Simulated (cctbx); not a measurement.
# A crystallographic session in cctbx: Na2MnCl2F2

Library: cctbx 2025.11. The data are simulated by the first script.

## 1. Simulate the data

run.py:

```python
from cctbx import adptbx, crystal, miller, sgtbx, xray
from cctbx.array_family import flex
from iotbx.shelx import hklf
from scitbx import matrix
import scitbx.random

cs = crystal.symmetry(unit_cell=(6.33, 10.829, 3.52, 90, 90, 90), space_group_symbol='Hall: -P 2 2ab')  # Pbam
atoms = [  # label, site, U (iso, or U11 U22 U33 U12 U13 U23 in A^2), occupancy
    ("Mn1", (0, 0, 0), (0.0050, 0.0074, 0.0067, -0.0007, 0.0000, 0.0000), 1),
    ("Cl1", (0.26, 0.4585, 0.5), (0.0179, 0.0054, 0.0178, 0.0044, 0.0000, 0.0000), 1),
    ("Na1", (0.5845, 0.8199, 0.5), (0.0069, 0.0077, 0.0092, -0.0015, 0.0000, 0.0000), 1),
    ("F1", (0.3872, 0.698, 0), (0.0120, 0.0131, 0.0077, 0.0007, 0.0000, 0.0000), 1),
]
xs = xray.structure(crystal_symmetry=cs)
for label, site, u, occ in atoms:
    u = adptbx.u_cif_as_u_star(cs.unit_cell(), u) if isinstance(u, tuple) else u
    xs.add_scatterer(xray.scatterer(label, site=site, u=u, occupancy=occ))
xs.set_inelastic_form_factors(1.54184, "sasaki")
xs.show_summary()
p1 = xs.expand_to_p1()
ms = miller.build_set(p1, anomalous_flag=True, d_min=0.83)
flex.set_random_seed(150253)
scitbx.random.set_random_seed(150253)
ms = ms.select(flex.random_double(ms.size()) < 0.95)
i = ms.structure_factors_from_scatterers(p1, algorithm="direct").f_calc().as_intensity_array().data()
i = i * 70000 / flex.max(i)
sig = flex.sqrt(i + flex.pow2(0.04 * i) + 15 ** 2)
noise = scitbx.random.variate(scitbx.random.normal_distribution())(i.size())
data = ms.array(data=i + sig * noise, sigmas=sig).set_observation_type_xray_intensity()
with open("data.hkl", "w") as f:
    data.export_as_shelx_hklf(f)
print("reflections written:", data.size(), " <I/sigma> = %.1f" % flex.mean(data.data() / data.sigmas()))
for h, a, b in list(data.sort("data"))[:12]:
    print("%4d%4d%4d %9.1f %7.1f" % (h + (a, b)))
```

```console
$ python run.py
```

```text
Number of scatterers: 4
At special positions: 4
Unit cell: (6.33, 10.829, 3.52, 90, 90, 90)
Space group: P b a m (No. 55)
reflections written: 1696  <I/sigma> = 16.4
   0   0   2   81188.3  2812.5
   0   0  -2   65793.2  2812.5
   4  -2   0   33172.8  1256.9
   2  -2  -1   32971.0  1297.7
   2   2   1   32803.1  1297.7
  -2   2  -1   32232.8  1297.7
   4   2   0   31728.9  1256.9
  -2  -2   1   31544.4  1297.7
   2  -2   1   31526.8  1297.7
  -4  -2   0   31375.6  1256.9
  -1  -4   0   30813.1  1189.7
   2   2  -1   30777.6  1297.7
```

Run time: 0.26 s on 1 thread of Arm Neoverse V2, on a shared host, peak memory 0.07 GiB.

## 2. Refinement (right model, isotropic)

run.py:

```python
import math
from cctbx import adptbx, crystal, maptbx, sgtbx, xray
from cctbx.array_family import flex
from cctbx.xray import observations
from iotbx.shelx import hklf
from scitbx.lstbx import normal_eqns_solving
from smtbx import absolute_structure, utils
from smtbx.refinement import constraints, least_squares

cs = crystal.symmetry(unit_cell=(6.33, 10.829, 3.52, 90, 90, 90), space_group_symbol='Hall: -P 2 2ab')  # Pbam
atoms = [  # label, site, U (iso, or U11 U22 U33 U12 U13 U23 in A^2), occupancy
    ("Mn1", (0, 0, 0), 0.0200, 1),
    ("Cl1", (0.2665, 0.4594, 0.5), 0.0200, 1),
    ("Na1", (0.5784, 0.8171, 0.5), 0.0200, 1),
    ("F1", (0.3904, 0.7015, 0), 0.0200, 1),
]
xs = xray.structure(crystal_symmetry=cs)
for label, site, u, occ in atoms:
    u = adptbx.u_cif_as_u_star(cs.unit_cell(), u) if isinstance(u, tuple) else u
    xs.add_scatterer(xray.scatterer(label, site=site, u=u, occupancy=occ))
xs.set_inelastic_form_factors(1.54184, "sasaki")
raw = hklf.reader(file_name="data.hkl").as_miller_arrays(crystal_symmetry=cs, anomalous=True)[0]
merged = raw.eliminate_sys_absent().merge_equivalents()
fo2 = merged.array().set_observation_type_xray_intensity()
print("Rint %.3f, %d unique reflections to %.2f A" % (merged.r_int(), fo2.size(), fo2.d_min()))
for sc in xs.scatterers():
    sc.flags.set_grad_site(True)
    sc.flags.set_grad_u_aniso(sc.flags.use_u_aniso())
    sc.flags.set_grad_u_iso(sc.flags.use_u_iso())
obs = fo2.as_xray_observations()
extra = {}
rep = constraints.reparametrisation(xs, [], utils.connectivity_table(xs), **extra)
ls = least_squares.crystallographic_ls(obs, rep, weighting_scheme=least_squares.mainstream_shelx_weighting(a=0, b=0))
print("cycle     R1     wR2    GooF  max shift (A)")
for cycle in range(8):
    ls.build_up()
    r1, wr2, goof = ls.r1_factor(cutoff_factor=2)[0], ls.wR2(), ls.goof()
    old = xs.sites_cart()
    normal_eqns_solving.levenberg_marquardt_iterations(ls, n_max_iterations=3, tau=1e-06, step_threshold=1e-7)
    big = flex.max((xs.sites_cart() - old).norms())
    print("%4d %7.4f %7.4f %7.3f %9.5f" % (cycle + 1, r1, wr2, goof, big))
    ls.build_up(objective_only=True)
    if abs(ls.wR2() - wr2) < 5e-5 and big < 5e-4:
        break
ls.build_up()
print("final R1 %.4f wR2 %.4f GooF %.3f  parameters %d  data/parameter %.1f" % (ls.r1_factor(cutoff_factor=2)[0], ls.wR2(), ls.goof(), ls.n_parameters, fo2.size() / ls.n_parameters))
cov = ls.covariance_matrix_and_annotations()
su = dict(zip(cov.annotations, (math.sqrt(max(v, 0)) for v in cov.matrix.matrix_packed_u_diagonal())))
a2 = cs.unit_cell().reciprocal_parameters()[0] ** -2
print("atom        x        y        z      Ueq    occ   su(xyz)  su(Uiso or U11)")
for sc in xs.scatterers():
    s = max(su.get(sc.label + k, 0) for k in (".x", ".y", ".z"))
    npd = "" if sc.is_positive_definite_u(cs.unit_cell()) else "  NPD"
    print("%-5s %8.5f %8.5f %8.5f %8.4f %6.3f %8.5f %7.4f%s" % ((sc.label,) + sc.site + (sc.u_iso_or_equiv(cs.unit_cell()), sc.occupancy, s, su.get(sc.label + ".uiso", su.get(sc.label + ".u11", 0) * a2), npd)))
fo = fo2.f_sq_as_f()
fc = fo.structure_factors_from_scatterers(xs, algorithm="direct").f_calc()
diff = fo.f_obs_minus_f_calc(1 / math.sqrt(ls.scale_factor()), fc).average_bijvoet_mates()
m = diff.fft_map(symmetry_flags=maptbx.use_space_group_symmetry, resolution_factor=0.25).apply_volume_scaling()
print("difference map: max %.2f min %.2f rms %.2f" % (m.statistics().max(), m.statistics().min(), m.statistics().sigma()))
peaks = m.peak_search(parameters=maptbx.peak_search_parameters(min_distance_sym_equiv=0.6, max_clusters=6)).all()
near = xs.closest_distances(peaks.sites(), distance_cutoff=4)
sps = cs.special_position_settings(min_distance_sym_equiv=0.5)
for k, (x, h) in enumerate(zip(peaks.sites(), peaks.heights())):
    ss = sps.site_symmetry(x)
    print("Q%-3d %7.4f %7.4f %7.4f %4d %7.2f  %.2f A from %s" % ((k + 1,) + tuple(t % 1 for t in ss.exact_site()) + (ss.multiplicity(), h, near.smallest_distances[k], xs.scatterers()[near.i_seqs[k]].label)))
```

```console
$ python run.py
```

```text
Rint 0.036, 262 unique reflections to 0.83 A
cycle     R1     wR2    GooF  max shift (A)
   1  0.1349  0.3673  16.105   0.04933
   2  0.0393  0.1168   5.122   0.00002
final R1 0.0393 wR2 0.1168 GooF 5.122  parameters 10  data/parameter 26.2
atom        x        y        z      Ueq    occ   su(xyz)  su(Uiso or U11)
Mn1    0.00000  0.00000  0.00000   0.0066  1.000  0.00000  0.0005
Cl1    0.25990  0.45850  0.50000   0.0144  1.000  0.00022  0.0006
Na1    0.58440  0.82001  0.50000   0.0080  1.000  0.00035  0.0007
F1     0.38721  0.69779  0.00000   0.0126  1.000  0.00056  0.0009
difference map: max 1.17 min -1.91 rms 0.18
Q1    0.1861  0.4439  0.5000    4    1.17  0.49 A from Cl1
Q2    0.1662  0.9717  0.5000    4    1.12  0.49 A from Cl1
Q3    0.1648  0.8644  0.5000    4    0.60  1.12 A from Cl1
Q4    0.0930  0.2163  0.0000    4    0.53  0.24 A from F1
Q5    0.2188  0.5556  0.5000    4    0.46  1.08 A from Cl1
Q6    0.1716  0.1672  0.0000    4    0.38  0.50 A from F1
```

Time: 0.43 s.

Figures of merit this high mean that the model is still wrong or incomplete.

## 3. Refinement (right model, anisotropic)

run.py, as its changes from the last script of this kind:

```diff
@@ -12,4 +12,4 @@
-    ("Mn1", (0, 0, 0), 0.0200, 1),
-    ("Cl1", (0.2665, 0.4594, 0.5), 0.0200, 1),
-    ("Na1", (0.5784, 0.8171, 0.5), 0.0200, 1),
-    ("F1", (0.3904, 0.7015, 0), 0.0200, 1),
+    ("Mn1", (0, 0, 0), 0.0066, 1),
+    ("Cl1", (0.2599, 0.4585, 0.5), 0.0144, 1),
+    ("Na1", (0.5844, 0.82001, 0.5), 0.0080, 1),
+    ("F1", (0.38721, 0.69779, 0), 0.0126, 1),
@@ -21,0 +22 @@
+xs.convert_to_anisotropic()
```

```console
$ python run.py
```

```text
Rint 0.036, 262 unique reflections to 0.83 A
cycle     R1     wR2    GooF  max shift (A)
   1  0.0393  0.1168   5.249   0.00229
   2  0.0095  0.0210   0.945   0.00000
final R1 0.0095 wR2 0.0210 GooF 0.945  parameters 22  data/parameter 11.9
atom        x        y        z      Ueq    occ   su(xyz)  su(Uiso or U11)
Mn1    0.00000  0.00000  0.00000   0.0065  1.000  0.00000  0.0001
Cl1    0.26008  0.45853  0.50000   0.0140  1.000  0.00004  0.0002
Na1    0.58455  0.81989  0.50000   0.0080  1.000  0.00007  0.0002
F1     0.38711  0.69799  0.00000   0.0112  1.000  0.00010  0.0004
difference map: max 0.19 min -0.16 rms 0.05
Q1    0.1396  0.6483  0.0000    4    0.19  1.66 A from F1
Q2    0.2298  0.5353  0.5000    4    0.18  0.85 A from Cl1
Q3    0.2232  0.2235  0.5000    4    0.16  1.30 A from Na1
Q4    0.2567  0.0707  0.0000    4    0.16  1.65 A from F1
Q5    0.1259  0.1241  0.0000    4    0.15  0.80 A from F1
Q6    0.0605  0.5800  0.5000    4    0.14  1.09 A from Na1
```

Time: 0.41 s.

## 4. Refinement

run.py, as its changes from the last script of this kind:

```diff
@@ -21 +21 @@
-xs.set_inelastic_form_factors(1.54184, "sasaki")
+xs.set_inelastic_form_factors(0.71073, "sasaki")
@@ -36 +36 @@
-for cycle in range(8):
+for cycle in range(12):
```

```console
$ python run.py
```

```text
Rint 0.036, 262 unique reflections to 0.83 A
cycle     R1     wR2    GooF  max shift (A)
   1  0.0570  0.1635   7.345   0.00276
   2  0.0218  0.0729   3.273   0.00001
final R1 0.0218 wR2 0.0729 GooF 3.273  parameters 22  data/parameter 11.9
atom        x        y        z      Ueq    occ   su(xyz)  su(Uiso or U11)
Mn1    0.00000  0.00000  0.00000   0.0085  1.000  0.00000  0.0005
Cl1    0.25999  0.45851  0.50000   0.0116  1.000  0.00015  0.0006
Na1    0.58409  0.81983  0.50000   0.0066  1.000  0.00023  0.0008
F1     0.38704  0.69786  0.00000   0.0093  1.000  0.00035  0.0012
difference map: max 0.32 min -0.74 rms 0.11
Q1    0.2130  0.6414  0.5000    4    0.33  0.92 A from Na1
Q2    0.2247  0.3925  0.5000    4    0.33  0.75 A from Cl1
Q3    0.1713  0.1126  0.0000    4    0.32  0.99 A from F1
Q4    0.2458  0.0238  0.0000    4    0.30  1.58 A from Mn1
Q5    0.0892  0.9289  0.5000    4    0.30  1.01 A from Cl1
Q6    0.0927  0.0727  0.5000    4    0.30  1.55 A from Cl1
```

Time: 0.43 s.

This run holds a fault made on purpose: dispersion terms of the wrong wavelength.

## 5. Refinement

run.py, as its changes from the last script of this kind:

```diff
@@ -15 +14,0 @@
-    ("F1", (0.38721, 0.69779, 0), 0.0126, 1),
@@ -21 +20 @@
-xs.set_inelastic_form_factors(0.71073, "sasaki")
+xs.set_inelastic_form_factors(1.54184, "sasaki")
```

```console
$ python run.py
```

```text
Rint 0.036, 262 unique reflections to 0.83 A
cycle     R1     wR2    GooF  max shift (A)
   1  0.3855  0.7459  33.096   0.04041
   2  0.3236  0.5985  26.556   0.00124
   3  0.3237  0.5985  26.555   0.00009
final R1 0.3237 wR2 0.5985 GooF 26.555  parameters 16  data/parameter 16.4
atom        x        y        z      Ueq    occ   su(xyz)  su(Uiso or U11)
Mn1    0.00000  0.00000  0.00000  -0.0195  1.000  0.00000  0.0046  NPD
Cl1    0.25877  0.45885  0.50000  -0.0109  1.000  0.00140  0.0054  NPD
Na1    0.57986  0.82269  0.50000  -0.0098  1.000  0.00267  0.0100  NPD
difference map: max 36.28 min -5.04 rms 3.22
Q1    0.0000  0.0000  0.0000    2   36.28  0.00 A from Mn1
Q2    0.1121  0.1967  0.0000    4   32.22  2.24 A from Mn1
Q3    0.2587  0.4554  0.5000    4   22.33  0.04 A from Cl1
Q4    0.0984  0.6899  0.5000    4   17.91  0.18 A from Na1
Q5    0.0883  0.8274  0.5000    4    5.47  1.63 A from Na1
Q6    0.0592  0.3365  0.0000    4    4.07  1.97 A from Na1
```

Time: 0.5 s.

This run holds a fault made on purpose: atom left out: F1.

## 6. Refinement

run.py, as its changes from the last script of this kind:

```diff
@@ -14,0 +15,2 @@
+    ("F1", (0.38721, 0.69779, 0), 0.0126, 1),
+    ("F2", (0.806, 0.759, 0.612), 0.0300, 1),
@@ -21 +22,0 @@
-xs.convert_to_anisotropic()
```

```console
$ python run.py
```

```text
Rint 0.036, 262 unique reflections to 0.83 A
cycle     R1     wR2    GooF  max shift (A)
   1  0.5311  0.8435  37.277   0.26169
   2  0.1282  0.3253  14.376   0.28822
   3  0.0508  0.1369   6.049   0.20798
   4  0.0550  0.1533   6.773   0.02780
   5  0.0480  0.1310   5.788   0.00147
   6  0.0492  0.1339   5.918   0.01816
   7  0.0551  0.1534   6.778   0.01836
   8  0.0481  0.1310   5.790   0.00348
   9  0.0495  0.1346   5.950   0.01376
  10  0.0550  0.1532   6.771   0.01204
  11  0.0481  0.1310   5.790   0.00356
  12  0.0495  0.1347   5.951   0.01368
final R1 0.0550 wR2 0.1532 GooF 6.771  parameters 14  data/parameter 18.7
atom        x        y        z      Ueq    occ   su(xyz)  su(Uiso or U11)
Mn1    0.00000  0.00000  0.00000   0.0068  1.000  0.00000  0.0007
Cl1    0.25989  0.45851  0.50000   0.0145  1.000  0.00029  0.0008
Na1    0.58442  0.82000  0.50000   0.0081  1.000  0.00047  0.0009
F1     0.38716  0.69780  0.00000   0.0127  1.000  0.00076  0.0012
F2     0.74332  0.75030  0.75470   0.4801  1.000  0.00831  0.0215
difference map: max 0.97 min -2.22 rms 0.34
Q1    0.0773  0.2133  0.0000    4    0.99  0.28 A from F1
Q2    0.1884  0.4423  0.5000    4    0.98  0.49 A from Cl1
Q3    0.0265  0.2441  0.5000    4    0.80  1.08 A from Na1
Q4    0.1875  0.9630  0.5000    4    0.80  0.34 A from Cl1
Q5    0.1665  0.8622  0.5000    4    0.80  1.14 A from Cl1
Q6    0.0173  0.2885  0.0000    4    0.69  1.15 A from F1
```

It took 1 s on 1 thread of Arm Neoverse V2, on a shared host, peak memory 0.09 GiB.

This run holds a fault made on purpose: spurious atom: F2.

[Logs are printed without paths, hosts, clocks, repeated set-up lines and the standing remarks that a program may print on its own settings, such as how far it seeks lower states.]
